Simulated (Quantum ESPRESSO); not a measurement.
# AlN(11-20), stepped through the number of layers, part 9 of 15

Wanted: a table for AlN(11-20) against the number of layers, and what can be fitted to it.

Quantum ESPRESSO 7.5; plane-wave DFT, PBE, GBRV ultrasoft pseudopotentials.

So far. Step 11 (Electrostatic potential, 3 layers): The slope in the vacuum is 0.100 eV/Å for an applied 0.10 V/Å, as it should be. Step 13 (Relaxation with pw.x, 4 layers): The relaxation lowers the energy by 99 meV an atom.

## 17. Relaxing the ions, 5 layers

System of this step: AlN(11-20), 5 layers. The cell holds 20 atoms: 10 Al and 10 N. Its edges and angles: a = 5.424 Å, b = 5.023 Å, c = 22.273 Å, α = 90.0°, β = 90.0°, γ = 90.0°. It derives from AlN. Vacuum lies along c.

m2.relax.in reads:

```
&control
  prefix = 'm2.relax'
  outdir = './out'
  pseudo_dir = './pseudo'
  nstep = 90
  forc_conv_thr = 6e-05
  calculation = 'relax'
  etot_conv_thr = 1e-07
/
&system
  ibrav = 0
  nat = 20
  ntyp = 2
  ecutwfc = 40
  ecutrho = 200
  occupations = 'fixed'
/
&electrons
  conv_thr = 1e-10
  mixing_beta = 0.4
  electron_maxstep = 120
/
&ions
/
ATOMIC_SPECIES
  Al  26.9815  al_pbe_v1.uspp.F.UPF
  N   14.0070  n_pbe_v1.2.uspp.F.UPF
CELL_PARAMETERS angstrom
  5.42440360500000 0.00000000000000 0.00000000000000
  0.00000000000000 5.02318495200000 0.00000000000000
  0.00000000000000 0.00000000000000 22.27301116913099
ATOMIC_POSITIONS crystal
  Al  0.333333333300 0.000000000000 0.359389038634
  Al  0.666666666700 0.500000000000 0.359389038634
  N   0.333333333300 0.382000000000 0.359389038634
  N   0.666666666700 0.882000000000 0.359389038634
  Al  0.833333333300 0.000000000000 0.429694519317
  Al  0.166666666700 0.500000000000 0.429694519317
  N   0.833333333300 0.382000000000 0.429694519317
  N   0.166666666700 0.882000000000 0.429694519317
  Al  0.333333333300 0.000000000000 0.500000000000
  Al  0.666666666700 0.500000000000 0.500000000000
  N   0.333333333300 0.382000000000 0.500000000000
  N   0.666666666700 0.882000000000 0.500000000000
  Al  0.833333333300 0.000000000000 0.570305480683
  Al  0.166666666700 0.500000000000 0.570305480683
  N   0.833333333300 0.382000000000 0.570305480683
  N   0.166666666700 0.882000000000 0.570305480683
  Al  0.333333333300 0.000000000000 0.640610961366
  Al  0.666666666700 0.500000000000 0.640610961366
  N   0.333333333300 0.382000000000 0.640610961366
  N   0.666666666700 0.882000000000 0.640610961366
K_POINTS automatic
  4 4 1 0 0 0
```

Launch:

```
> OMP_NUM_THREADS=1 mpirun -n 4 pw.x -nk 1 -in m2.relax.in > m2.relax.out
```

Output:

```text
[banner, memory and clock lines left out]
Program PWSCF v.7.5 starts
[...]
Message from routine setup:
[...]
number of electrons       =        80.00
     number of Kohn-Sham states=           40
     kinetic-energy cutoff     =      40.0000  Ry
     charge density cutoff     =     200.0000  Ry
[...]
number of k points=     9
[...]
Dense  grid:   195693 G-vectors     FFT dimensions: (  48,  48, 192)
[...]
negative rho (up, down):  4.561E-04 0.000E+00
     Starting wfcs are   80 randomized atomic wfcs
[...]
negative rho (up, down):  4.942E-04 0.000E+00
[...]
estimated scf accuracy    <       7.67100557 Ry
[...]
negative rho (up, down):  7.302E-04 0.000E+00
[...]
estimated scf accuracy    <       0.32747701 Ry
[...]
negative rho (up, down):  9.276E-04 0.000E+00
[...]
estimated scf accuracy    <       0.11711362 Ry
[...]
negative rho (up, down):  1.053E-03 0.000E+00
[...]
estimated scf accuracy    <       0.05034155 Ry
[...]
negative rho (up, down):  1.173E-03 0.000E+00
[...]
estimated scf accuracy    <       0.01769016 Ry
[...]
negative rho (up, down):  1.186E-03 0.000E+00
[...]
estimated scf accuracy    <       0.01021832 Ry
[...]
negative rho (up, down):  1.183E-03 0.000E+00
[...]
estimated scf accuracy    <       0.00308325 Ry
[...]
negative rho (up, down):  1.200E-03 0.000E+00
[...]
estimated scf accuracy    <       0.00005746 Ry
[...]
negative rho (up, down):  1.213E-03 0.000E+00
[...]
estimated scf accuracy    <       0.00010194 Ry
[...]
negative rho (up, down):  1.219E-03 0.000E+00
[...]
estimated scf accuracy    <       0.00001657 Ry
[...]
negative rho (up, down):  1.223E-03 0.000E+00
[...]
estimated scf accuracy    <       0.00000047 Ry
[...]
negative rho (up, down):  1.224E-03 0.000E+00
[...]
estimated scf accuracy    <       0.00000014 Ry
[...]
negative rho (up, down):  1.225E-03 0.000E+00
[...]
estimated scf accuracy    <       0.00000005 Ry
[...]
negative rho (up, down):  1.226E-03 0.000E+00
[...]
estimated scf accuracy    <       0.00000001 Ry
[...]
negative rho (up, down):  1.226E-03 0.000E+00
[...]
estimated scf accuracy    <          1.2E-10 Ry
[...]
negative rho (up, down):  1.226E-03 0.000E+00
[...]
estimated scf accuracy    <          7.1E-10 Ry
[...]
negative rho (up, down):  1.227E-03 0.000E+00
[...]
highest occupied level (ev):    -0.6088
!    total energy              =    -269.84046471 Ry
     estimated scf accuracy    <          9.0E-11 Ry
[...]
one-electron contribution =   -2466.45144331 Ry
     hartree contribution      =    1261.04663663 Ry
     xc contribution           =     -97.66119957 Ry
     ewald contribution        =    1033.22554154 Ry
     convergence has been achieved in  17 iterations
     negative rho (up, down):  1.227E-03 0.000E+00
[...]
Total force =     0.229486     Total SCF correction =     0.000015
[...]
negative rho (up, down):  1.424E-03 0.000E+00
[...]
negative rho (up, down):  1.304E-03 0.000E+00
[...]
estimated scf accuracy    <       0.00818857 Ry
[...]
negative rho (up, down):  1.273E-03 0.000E+00
[...]
estimated scf accuracy    <       0.00209821 Ry
[...]
negative rho (up, down):  1.245E-03 0.000E+00
[...]
estimated scf accuracy    <       0.00022730 Ry
[...]
negative rho (up, down):  1.241E-03 0.000E+00
[...]
estimated scf accuracy    <       0.00013254 Ry
[...]
negative rho (up, down):  1.238E-03 0.000E+00
[...]
estimated scf accuracy    <       0.00002133 Ry
[...]
negative rho (up, down):  1.238E-03 0.000E+00
[...]
estimated scf accuracy    <       0.00005242 Ry
[...]
negative rho (up, down):  1.237E-03 0.000E+00
[...]
estimated scf accuracy    <       0.00000428 Ry
[...]
negative rho (up, down):  1.238E-03 0.000E+00
[...]
estimated scf accuracy    <       0.00000040 Ry
[...]
negative rho (up, down):  1.238E-03 0.000E+00
[...]
estimated scf accuracy    <       0.00000003 Ry
[...]
negative rho (up, down):  1.238E-03 0.000E+00
[...]
estimated scf accuracy    <       0.00000005 Ry
[...]
negative rho (up, down):  1.238E-03 0.000E+00
[...]
estimated scf accuracy    <          2.5E-09 Ry
[...]
negative rho (up, down):  1.238E-03 0.000E+00
[...]
estimated scf accuracy    <          5.7E-10 Ry
[...]
negative rho (up, down):  1.238E-03 0.000E+00
[...]
estimated scf accuracy    <          2.5E-10 Ry
[...]
negative rho (up, down):  1.238E-03 0.000E+00
[...]
highest occupied level (ev):    -0.7153
!    total energy              =    -269.88671818 Ry
     estimated scf accuracy    <          5.0E-12 Ry
[...]
one-electron contribution =   -2466.86306303 Ry
     hartree contribution      =    1261.10800414 Ry
     xc contribution           =     -97.79211685 Ry
     ewald contribution        =    1033.66045757 Ry
     convergence has been achieved in  14 iterations
     negative rho (up, down):  1.238E-03 0.000E+00
[...]
Total force =     0.173844     Total SCF correction =     0.000004
[...]
negative rho (up, down):  1.567E-03 0.000E+00
[...]
negative rho (up, down):  1.383E-03 0.000E+00
[...]
estimated scf accuracy    <       0.00758392 Ry
[...]
negative rho (up, down):  1.320E-03 0.000E+00
[...]
estimated scf accuracy    <       0.00177944 Ry
[...]
negative rho (up, down):  1.253E-03 0.000E+00
[...]
estimated scf accuracy    <       0.00021837 Ry
[...]
negative rho (up, down):  1.234E-03 0.000E+00
[...]
estimated scf accuracy    <       0.00010442 Ry
[...]
negative rho (up, down):  1.230E-03 0.000E+00
[...]
estimated scf accuracy    <       0.00001204 Ry
[...]
negative rho (up, down):  1.229E-03 0.000E+00
[...]
estimated scf accuracy    <       0.00002954 Ry
[...]
negative rho (up, down):  1.229E-03 0.000E+00
[...]
estimated scf accuracy    <       0.00000063 Ry
[...]
negative rho (up, down):  1.229E-03 0.000E+00
[...]
estimated scf accuracy    <       0.00000009 Ry
[...]
negative rho (up, down):  1.229E-03 0.000E+00
[...]
estimated scf accuracy    <       0.00000003 Ry
[...]
negative rho (up, down):  1.230E-03 0.000E+00
[...]
estimated scf accuracy    <          3.1E-09 Ry
[...]
negative rho (up, down):  1.230E-03 0.000E+00
[...]
estimated scf accuracy    <          4.3E-09 Ry
[...]
negative rho (up, down):  1.230E-03 0.000E+00
[...]
estimated scf accuracy    <          1.2E-10 Ry
[...]
negative rho (up, down):  1.304E-03 0.000E+00
[...]
estimated scf accuracy    <       0.00001683 Ry
[...]
negative rho (up, down):  1.302E-03 0.000E+00
[...]
estimated scf accuracy    <       0.00000101 Ry
[...]
negative rho (up, down):  1.301E-03 0.000E+00
[...]
estimated scf accuracy    <       0.00000207 Ry
[...]
negative rho (up, down):  1.301E-03 0.000E+00
[...]
estimated scf accuracy    <       0.00000004 Ry
[...]
negative rho (up, down):  1.301E-03 0.000E+00
[...]
estimated scf accuracy    <       0.00000019 Ry
[...]
negative rho (up, down):  1.301E-03 0.000E+00
[...]
estimated scf accuracy    <       0.00000008 Ry
[...]
negative rho (up, down):  1.301E-03 0.000E+00
[...]
estimated scf accuracy    <          3.9E-09 Ry
[...]
negative rho (up, down):  1.301E-03 0.000E+00
[...]
estimated scf accuracy    <          8.1E-10 Ry
[...]
negative rho (up, down):  1.301E-03 0.000E+00
[...]
estimated scf accuracy    <          2.3E-10 Ry
[...]
negative rho (up, down):  1.301E-03 0.000E+00
[...]
highest occupied level (ev):    -1.1218
!    total energy              =    -269.94995351 Ry
     estimated scf accuracy    <          1.2E-12 Ry
[...]
one-electron contribution =   -2477.65457373 Ry
     hartree contribution      =    1265.82523576 Ry
     xc contribution           =     -98.18945389 Ry
     ewald contribution        =    1040.06883834 Ry
     convergence has been achieved in  13 iterations
     negative rho (up, down):  1.301E-03 0.000E+00
[...]
Total force =     0.039527     Total SCF correction =     0.000001
[...]
negative rho (up, down):  1.437E-03 0.000E+00
[...]
negative rho (up, down):  1.367E-03 0.000E+00
[...]
estimated scf accuracy    <       0.00059528 Ry
[...]
negative rho (up, down):  1.334E-03 0.000E+00
[...]
estimated scf accuracy    <       0.00009901 Ry
[...]
negative rho (up, down):  1.326E-03 0.000E+00
[...]
estimated scf accuracy    <       0.00001329 Ry
[...]
negative rho (up, down):  1.323E-03 0.000E+00
[...]
estimated scf accuracy    <       0.00000275 Ry
[...]
negative rho (up, down):  1.321E-03 0.000E+00
[...]
estimated scf accuracy    <       0.00000053 Ry
[...]
negative rho (up, down):  1.322E-03 0.000E+00
[...]
estimated scf accuracy    <       0.00000007 Ry
[...]
negative rho (up, down):  1.322E-03 0.000E+00
[...]
estimated scf accuracy    <       0.00000005 Ry
[...]
negative rho (up, down):  1.322E-03 0.000E+00
[...]
estimated scf accuracy    <       0.00000002 Ry
[...]
negative rho (up, down):  1.322E-03 0.000E+00
[...]
estimated scf accuracy    <          3.3E-09 Ry
[...]
negative rho (up, down):  1.322E-03 0.000E+00
[...]
estimated scf accuracy    <          4.7E-09 Ry
[...]
negative rho (up, down):  1.322E-03 0.000E+00
[...]
estimated scf accuracy    <          1.8E-10 Ry
[...]
negative rho (up, down):  1.322E-03 0.000E+00
[...]
estimated scf accuracy    <          4.4E-10 Ry
[...]
negative rho (up, down):  1.322E-03 0.000E+00
[...]
estimated scf accuracy    <          1.4E-10 Ry
[...]
negative rho (up, down):  1.322E-03 0.000E+00
[...]
highest occupied level (ev):    -1.1559
!    total energy              =    -269.95197031 Ry
     estimated scf accuracy    <          2.5E-12 Ry
[...]
one-electron contribution =   -2482.31072922 Ry
     hartree contribution      =    1268.01203784 Ry
     xc contribution           =     -98.21764640 Ry
     ewald contribution        =    1042.56436747 Ry
     convergence has been achieved in  14 iterations
     negative rho (up, down):  1.322E-03 0.000E+00
[...]
Total force =     0.026910     Total SCF correction =     0.000002
[...]
negative rho (up, down):  1.378E-03 0.000E+00
[...]
negative rho (up, down):  1.350E-03 0.000E+00
[...]
estimated scf accuracy    <       0.00054707 Ry
[...]
negative rho (up, down):  1.339E-03 0.000E+00
[...]
estimated scf accuracy    <       0.00007658 Ry
[...]
negative rho (up, down):  1.336E-03 0.000E+00
[...]
estimated scf accuracy    <       0.00000973 Ry
[...]
negative rho (up, down):  1.335E-03 0.000E+00
[...]
estimated scf accuracy    <       0.00000163 Ry
[...]
negative rho (up, down):  1.335E-03 0.000E+00
[...]
estimated scf accuracy    <       0.00000030 Ry
[...]
negative rho (up, down):  1.335E-03 0.000E+00
[...]
estimated scf accuracy    <       0.00000002 Ry
[...]
negative rho (up, down):  1.335E-03 0.000E+00
[...]
estimated scf accuracy    <       0.00000001 Ry
[...]
negative rho (up, down):  1.335E-03 0.000E+00
[...]
estimated scf accuracy    <          2.5E-09 Ry
[...]
negative rho (up, down):  1.335E-03 0.000E+00
[...]
estimated scf accuracy    <          3.5E-10 Ry
[...]
negative rho (up, down):  1.335E-03 0.000E+00
[...]
estimated scf accuracy    <          7.2E-10 Ry
[...]
negative rho (up, down):  1.335E-03 0.000E+00
[...]
highest occupied level (ev):    -1.1625
!    total energy              =    -269.95306046 Ry
     estimated scf accuracy    <          7.9E-11 Ry
[...]
one-electron contribution =   -2487.40224496 Ry
     hartree contribution      =    1270.49455512 Ry
     xc contribution           =     -98.23101281 Ry
     ewald contribution        =    1045.18564218 Ry
     convergence has been achieved in  11 iterations
     negative rho (up, down):  1.335E-03 0.000E+00
[...]
Total force =     0.022225     Total SCF correction =     0.000014
[...]
negative rho (up, down):  1.367E-03 0.000E+00
[...]
negative rho (up, down):  1.353E-03 0.000E+00
[...]
estimated scf accuracy    <       0.00059677 Ry
[...]
estimated scf accuracy    <          8.4E-11 Ry
[...]
negative rho (up, down):  1.358E-03 0.000E+00
[...]
estimated scf accuracy    <          5.0E-11 Ry
[...]
negative rho (up, down):  1.358E-03 0.000E+00
[...]
highest occupied level (ev):    -1.1399
!    total energy              =    -269.95486823 Ry
     estimated scf accuracy    <          1.2E-12 Ry
[...]
one-electron contribution =   -2505.85447270 Ry
     hartree contribution      =    1279.73120712 Ry
     xc contribution           =     -98.29302213 Ry
     ewald contribution        =    1054.46141949 Ry
     convergence has been achieved in   9 iterations
     negative rho (up, down):  1.358E-03 0.000E+00
[...]
Total force =     0.002890     Total SCF correction =     0.000003
[...]
negative rho (up, down):  1.360E-03 0.000E+00
[...]
negative rho (up, down):  1.360E-03 0.000E+00
[...]
estimated scf accuracy    <       0.00000401 Ry
[...]
negative rho (up, down):  1.359E-03 0.000E+00
[...]
estimated scf accuracy    <       0.00000046 Ry
[...]
negative rho (up, down):  1.359E-03 0.000E+00
[...]
estimated scf accuracy    <       0.00000005 Ry
[...]
negative rho (up, down):  1.359E-03 0.000E+00
[...]
estimated scf accuracy    <          8.8E-09 Ry
[...]
negative rho (up, down):  1.359E-03 0.000E+00
[...]
estimated scf accuracy    <          1.5E-09 Ry
[...]
negative rho (up, down):  1.359E-03 0.000E+00
[...]
estimated scf accuracy    <          1.6E-10 Ry
[...]
negative rho (up, down):  1.359E-03 0.000E+00
[...]
estimated scf accuracy    <          7.8E-11 Ry
[...]
negative rho (up, down):  1.359E-03 0.000E+00
[...]
highest occupied level (ev):    -1.1385
!    total energy              =    -269.95487865 Ry
     estimated scf accuracy    <          2.7E-12 Ry
[...]
one-electron contribution =   -2506.21609662 Ry
     hartree contribution      =    1279.91229804 Ry
     xc contribution           =     -98.29583664 Ry
     ewald contribution        =    1054.64475657 Ry
     convergence has been achieved in   8 iterations
     negative rho (up, down):  1.359E-03 0.000E+00
[...]
Total force =     0.001968     Total SCF correction =     0.000003
[...]
```

Run time: 17 min. Hardware: 4 MPI ranks of Arm Neoverse V1, shared host; peak memory 0.73 GiB; 68 min of CPU time.

Relaxation path:

```
step  energy less that of the first step (eV)  largest force (eV/Å)
   1                                   0.0000                2.5050
   2                                  -0.6293                1.9635
   3                                  -1.1039                1.3404
   4                                  -1.4373                0.5422
   5                                  -1.4897                0.3458
   6                                  -1.5171                0.2183
   7                                  -1.5319                0.1775
   8                                  -1.5431                0.1798
   9                                  -1.5509                0.1654
  10                                  -1.5549                0.0867
  11                                  -1.5562                0.0343
  12                                  -1.5565                0.0261
  13                                  -1.5567                0.0145
  14                                  -1.5568                0.0132
  15                                  -1.5568                0.0090
  16                                  -1.5568                0.0082
  17                                  -1.5568                0.0089
  18                                  -1.5568                0.0068
  19                                  -1.5568                0.0030
  20                                  -1.5568                0.0008
```

The atoms that moved most (Å):

```
atom      dx      dy      dz  length
Al17   0.169   0.093  -0.194   0.274
Al18  -0.169   0.093  -0.194   0.274
 Al1   0.169   0.093   0.194   0.274
 Al2  -0.169   0.093   0.194   0.274
 Al6  -0.011  -0.018  -0.046   0.051
Al14  -0.011  -0.018   0.046   0.051
Al13   0.011  -0.018   0.046   0.051
 Al5   0.011  -0.018  -0.046   0.051
```

The relaxation lowers the energy by 78 meV an atom.

Numbers from this step:

* free energy: -3672.9234 eV
* valence top, on the run's zero: -1.134 eV

[end of part 9 of 15]

[Logs are printed without paths, hosts, clocks, repeated set-up lines and the standing remarks that a program may print on its own settings, such as how far it seeks lower states.]

[Hosts, paths, dates, database ids (printed as entryN), source tags and the programs' standing remarks are cut or masked in the printed files.]

[Maps of the electrostatic potential energy from Ansatz leave out the sawtooth potential of an applied field or a dipole correction, so their vacuum need not be flat; planar profiles and work functions include it.]
